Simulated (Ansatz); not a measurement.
# O on Ti(0001): change of the work function, part 4 of 4

How does O on the fcc site change the work function of Ti(0001) as the layer fills?

Ansatz 0.2.0; plane-wave DFT, PBE, Ansatz PAW.

So far, work function, upper face (eV): step 2 (the clean slab) 4.37; step 3 (37 atoms, coverage 0.111 ML, cell 3x3) 4.27; step 4 (17 atoms, coverage 0.25 ML, cell 2x2) 4.21.

### Step 5. The covered slab, k-mesh 6×6×1, coverage 0.5 ML (continued)

Relaxation path:

| step | energy less that of the first step (eV) | largest force component (eV/Å) |
| --- | --- | --- |
| 1 | 0.0000 | 5.3011 |
| 2 | -3.0638 | 3.6444 |
| 3 | -4.3247 | 0.6993 |
| 4 | -4.4422 | 0.4645 |
| 5 | -4.4683 | 0.1573 |
| 6 | -4.4716 | 0.0542 |
| 7 | -4.4721 | 0.0076 |

Forces are held to the 4 operations that the run works with; a distortion that breaks them can't arise in this run.

The atoms that moved most (Å):

| atom | dx | dy | dz | length |
| --- | --- | --- | --- | --- |
| O18 | 0.000 | 0.129 | -0.525 | 0.540 |
| O17 | 0.000 | 0.129 | -0.525 | 0.540 |
| Ti4 | 0.000 | 0.072 | 0.215 | 0.227 |
| Ti12 | 0.000 | 0.072 | 0.215 | 0.227 |
| Ti11 | 0.000 | -0.045 | -0.058 | 0.074 |
| Ti3 | 0.000 | -0.045 | -0.058 | 0.074 |
| Ti8 | 0.000 | -0.010 | -0.044 | 0.045 |
| Ti16 | 0.000 | -0.010 | -0.044 | 0.045 |

The relaxed structure:

```
Ti O
1.0
     5.90000    0.00000    0.00000
     2.95000    5.10955    0.00000
     0.00000    0.00000   26.50804
Ti O
16 2
Direct
  0.33333 0.33333 0.33952
  0.00000 0.00000 0.42788
  0.33778 0.32445 0.51660
  0.99294 0.01412 0.60874
  0.33333 0.83333 0.33952
  0.00000 0.50000 0.42788
  0.33090 0.83821 0.51842
  0.00093 0.49814 0.59896
  0.83333 0.33333 0.33952
  0.50000 0.00000 0.42788
  0.83778 0.32445 0.51660
  0.49294 0.01412 0.60874
  0.83333 0.83333 0.33952
  0.50000 0.50000 0.42788
  0.83090 0.83821 0.51842
  0.50093 0.49814 0.59896
  0.15402 0.19196 0.64069
  0.65402 0.19196 0.64069
```

The relaxation took 7 steps and lowered the energy by 4.5 eV; the largest force on the free atoms ends at 0.0076 eV/Å.

The covered face has 4.46 eV, +0.09 eV against the clean one; the bare back face has moved by -0.01 eV, a measure of how thin the slab is.

### Step 6. Adsorbate added, k-mesh 12×12×1, coverage 1 ML

System of this step: O/Ti(0001). The cell holds 5 atoms: 4 Ti and 1 O. Its edges and angles: a = 2.950 Å, b = 2.950 Å, c = 26.508 Å, α = 90.0°, β = 90.0°, γ = 60.0°. Vacuum lies along c.

Another coverage, to see how the dipoles act on each other as their distance changes.

input.yaml reads:

```yaml
crystal:
  lattice:
    - [2.95, 0.0, 0.0]
    - [1.475, 2.5547749412, 0.0]
    - [0.0, 0.0, 26.5080426807]
  atoms:
    - { symbol: Ti, position: [0.6666666667, 0.6666666667, 0.3395195982] }
    - { symbol: Ti, position: [0.0, 0.0, 0.4278814598] }
    - { symbol: Ti, position: [0.6666666667, 0.6666666667, 0.5188087298] }
    - { symbol: Ti, position: [0.0, 0.0, 0.600620688] }
    - { symbol: O, position: [0.3333333333, 0.3333333333, 0.6604804018] }
kpoints:
  mp_grid: { grid: [12, 12, 1] }
hamiltonian:
  xc: pbe
scf:
  occupations: { method: fermi_dirac, width: 0.1 }
  convergence: { dr2_threshold: 1.0e-08 }
efield:
  axis: 3
  dipole_correction: true
  ramp_position: 0.97
  ramp_width: 0.06
relax:
  f_tol: 0.02
  max_steps: 60
  constraints: [{ sites: [0, 1] }]
output:
  write_potential: true
  write_density: true
  volumetric_format: npy
```

Command:

```console
> ansatz run input.yaml --threads 4 --pin off --max-ram 16384MiB --backend cpu --events-out ev --progress --plain --runs-dir out
```

Numbers of over 12 decimals in the logs are rounded to 6 here.

Output:

```text
[...]
Crystal: 5 atoms, lattice volume = 199.780 Å³
Basis set: ecut = 420 eV, 3833 PW (Γ), exchange–correlation on 40×40×360 points (8 copies of the dense FFT grid, shifted against one another)
Bands: 33, of which v1, the nominal top of the filled ones, is band 27 counted from 1 (26 counted from 0)
Symmetry: 6 space group operations
[...]
--- Relaxed structure (6 steps of the walk, 6 accepted, 0 SCFs on fresh bases) ---
  F+E_penalty+E_count = -10567.15149937 eV   max|allowed force component| = 6.141e-4 eV/Å
  atoms:
    - { symbol: Ti, position: [0.666667, 0.666667, 0.3395195982] }
[...]
- { symbol: Ti, position: [0.666667, 0.666667, 0.515558] }
[...]
- { symbol: O, position: [0.333333, 0.333333, 0.642014] }
[key lines of the parts left out:]
SCF converged after 6 iterations
Free energy (F): -10567.151499 eV
Fermi energy:    2.091239 eV
Dipole field:    D = -0.021873 V/Å  (p = -0.024149 e·Å, saw-weighted, corrected)
Work function:   Φ+ = 5.0060 eV   Φ− = 4.4261 eV
```

Wall time 15 s (4 threads of Arm Neoverse V2, shared host); peak memory 0.5 GiB; 59 s of CPU time.

The steps of the relaxation:

| step | energy less that of the first step (eV) | largest force component (eV/Å) |
| --- | --- | --- |
| 1 | 0.0000 | 6.6014 |
| 2 | -2.1208 | 4.1818 |
| 3 | -2.8512 | 0.4858 |
| 4 | -2.8612 | 0.2222 |
| 5 | -2.8692 | 0.0451 |
| 6 | -2.8693 | 0.0006 |

The run keeps the 6 symmetry operations that it works with, so distortions that break them were not tested.

The atoms that moved most (Å):

| atom | dx | dy | dz | length |
| --- | --- | --- | --- | --- |
| O5 | 0.000 | 0.000 | -0.490 | 0.490 |
| Ti4 | 0.000 | 0.000 | 0.235 | 0.235 |
| Ti3 | 0.000 | 0.000 | -0.086 | 0.086 |

Final coordinates:

```xyz
5
Lattice="2.9500 0.0000 0.0000 1.4750 2.5548 0.0000 0.0000 0.0000 26.5080" Properties=species:S:1:pos:R:3
Ti    2.9500    1.7032    9.0000
Ti    0.0000    0.0000   11.3423
Ti    2.9500    1.7032   13.6664
Ti    0.0000    0.0000   16.1563
O     1.4750    0.8516   17.0185
```

Running mean over 2.342 Å of the planar mean; the ramp of the sawtooth is left out. Electron's electrostatic potential energy less the Fermi level against z:

| z (Å) | electron's electrostatic potential energy less the Fermi level (eV) |
| --- | --- |
| 3.5 | 4.43 |
| 4.0 | 4.42 |
| 4.5 | 4.42 |
| 5.0 | 4.41 |
| 5.5 | 4.37 |
| 6.0 | 4.24 |
| 6.5 | 3.89 |
| 7.0 | 2.88 |
| 7.5 | 0.388 |
| 8.0 | -3.13 |
| 8.5 | -5.86 |
| 9.0 | -6.73 |
| 9.5 | -6.70 |
| 10.0 | -6.58 |
| 10.5 | -6.55 |
| 11.0 | -6.57 |
| 11.5 | -6.63 |
| 12.0 | -6.71 |
| 12.5 | -6.74 |
| 13.0 | -6.68 |
| 13.5 | -6.52 |
| 14.0 | -6.24 |
| 14.5 | -5.77 |
| 15.0 | -5.77 |
| 15.5 | -6.79 |
| 16.0 | -8.91 |
| 16.5 | -9.47 |
| 17.0 | -7.10 |
| 17.5 | -3.30 |
| 18.0 | 0.736 |
| 18.5 | 3.76 |
| 19.0 | 4.83 |
| 19.5 | 4.97 |
| 20.0 | 5.00 |
| 20.5 | 5.00 |
| 21.0 | 5.01 |
| 21.5 | 5.01 |
| 22.0 | 5.01 |
| 22.5 | 5.01 |
| 23.0 | 5.01 |

The relaxation took 6 steps and lowered the energy by 2.9 eV; the largest force on the free atoms ends at 6.1e-4 eV/Å.

The covered face has 5.01 eV, +0.63 eV against the clean one; the bare back face has moved by +0.00 eV, a measure of how thin the slab is.

### Step 7. Work function against coverage

This step: plane-wave DFT, PBE, Ansatz PAW; work function against coverage (Ansatz 0.2.0).

The runs are now put side by side.

This step gave:

- work function of the clean face: 4.373 eV
- largest change of the work function: 0.6331 eV

The work function of the covered face by coverage:

| coverage (adsorbates/nm²) | work function of the covered face (eV) |
| --- | --- |
| 0.00 | 4.37 |
| 1.47 | 4.27 |
| 3.32 | 4.21 |
| 6.63 | 4.46 |
| 13.27 | 5.01 |

The dipole per adsorbate comes from the change of the cell's dipole. Coverage, by row:

| coverage (1/nm²) | coverage (ML) | work function (eV) | change (eV) | dipole per adsorbate, positive end outwards (debye) | mean height of the added atoms over the highest substrate atom (Å) |
| --- | --- | --- | --- | --- | --- |
| 1.474 | 0.1111 | 4.27 | -0.103 | 0.175 | 0.9579 |
| 3.317 | 0.25 | 4.21 | -0.1624 | 0.123 | 0.9583 |
| 6.634 | 0.5 | 4.461 | 0.08822 | -0.038 | 0.8469 |
| 13.27 | 1 | 5.006 | 0.6331 | -0.126 | 0.8622 |

### Step 8. Outcome

```
work function of the clean face                        : 4.37 eV
work function at 0.11 ML                               : 4.27 eV
work function at 0.25 ML                               : 4.21 eV
work function at 0.5 ML                                : 4.46 eV
work function at 1 ML                                  : 5.01 eV
dipole per adsorbate at 0.11 ML, positive end outwards : 0.17 D
```

At the lowest coverage O changes the work function of Ti(0001) by under 0.15 eV, within the error of so thin a slab; the largest change, +0.63 eV, comes at higher coverage. The slab has 4 layers, at the tabulated experimental lattice constant, one starting site was run, and quantum-size effects of a slab this thin can reach one or two tenths of an eV.

[Logs are printed without paths, hosts, clocks, repeated set-up lines and the standing remarks that a program may print on its own settings, such as how far it seeks lower states.]

[Hosts, paths, dates, database ids (printed as entryN), source tags and the programs' standing remarks are cut or masked in the printed files.]

[Maps of the electrostatic potential energy from Ansatz leave out the sawtooth potential of an applied field or a dipole correction, so their vacuum need not be flat; planar profiles and work functions include it.]
